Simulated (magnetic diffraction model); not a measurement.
**Zn₂CrGeO₆: what an assumed order does to the neutron pattern**

Space group Fm-3m (no. 225), a = 7.4540 Å.

| site | atom | x | y | z |
| --- | --- | --- | --- | --- |
| 4a | Ge | 0 | 0 | 0 |
| 8c | Zn | 1/4 | 1/4 | 3/4 |
| 4b | Cr | 1/2 | 0 | 0 |
| 24e | O | 0 | 0 | 0.7540 |

The compound is invented for this exercise: a known structure type with other elements, its cell scaled to their sizes and not relaxed.

Only Cr is taken to order (form factors of Cr4+); orders and moment sizes are assumed, and not adapted to the symmetry. Radiation: neutrons of λ = 2.41 Å, 8° to 90°; isotropic B of 0.66 Å² (Ge), 0.54 Å² (Zn), 0.61 Å² (Cr) and 1.05 Å² (O). The intensities are simulated: I ∝ L Σ (|F_N|² + |F_M⊥|²) for unpolarised neutrons, with F_M = 2.695 fm/μB × Σ f(s) S exp(2πi Q·r) exp(−B s²) at Q = H ± k (one set where k and −k are equivalent), only the part normal to Q counting and L = 1/(sin²θ cos θ). For collinear order S is the moment m, which repeats by lattice and centring translations R with the sign exp(−2πi k·R). Form factors are spin-only for 3d ions and dipole or tabulated for f ions, scattering lengths are Sears's of 1992, and absorption is left out. A label names one of the reflections at its angle. The strongest nuclear line in the range is 100, and lines under 0.2 are left out.

Assume the order k = (1 0 0), collinear moments along [101], 1.77 μB on Cr.

Predict the pattern, nuclear and magnetic parts apart.

```
2θ (°)    index  nuclear  magnetic
 18.61  (1 0 0)      0.0       1.4
 26.43  (0 1 1)      0.0       2.0
 32.52  (1 1 1)      5.5       0.0
 37.73  (2 0 0)     15.2       0.0
 42.38  (1 2 0)      0.0       1.2
 46.65  (2 1 1)      0.0       0.8
 54.42  (2 2 0)     15.4       0.0
 58.02  (3 0 0)      0.0       0.6
 61.49  (0 3 1)      0.0       0.5
 64.84  (3 1 1)      3.0       0.0
 68.11  (2 2 2)     58.2       0.0
 71.31  (3 2 0)      0.0       0.2
 74.44  (2 3 1)      0.0       0.5
 80.58  (4 0 0)    100.0       0.0
 83.60  (3 2 2)      0.0       0.3
 89.60  (3 3 1)      1.1       0.0
```

The strongest magnetic line in the range is (0 1 1) at 26.43° (2.0). On top of the Lorentz factor, which all lines share, magnetic lines fade with angle because f falls: for Cr4+ it is 0.91, 0.70, 0.47 and 0.14 at sin θ/λ = 0.1, 0.2, 0.3 and 0.5 Å⁻¹, while nuclear lengths stay constant. The order has no net moment.

[Logs are printed without paths, hosts, clocks, repeated set-up lines and the standing remarks that a program may print on its own settings, such as how far it seeks lower states.]
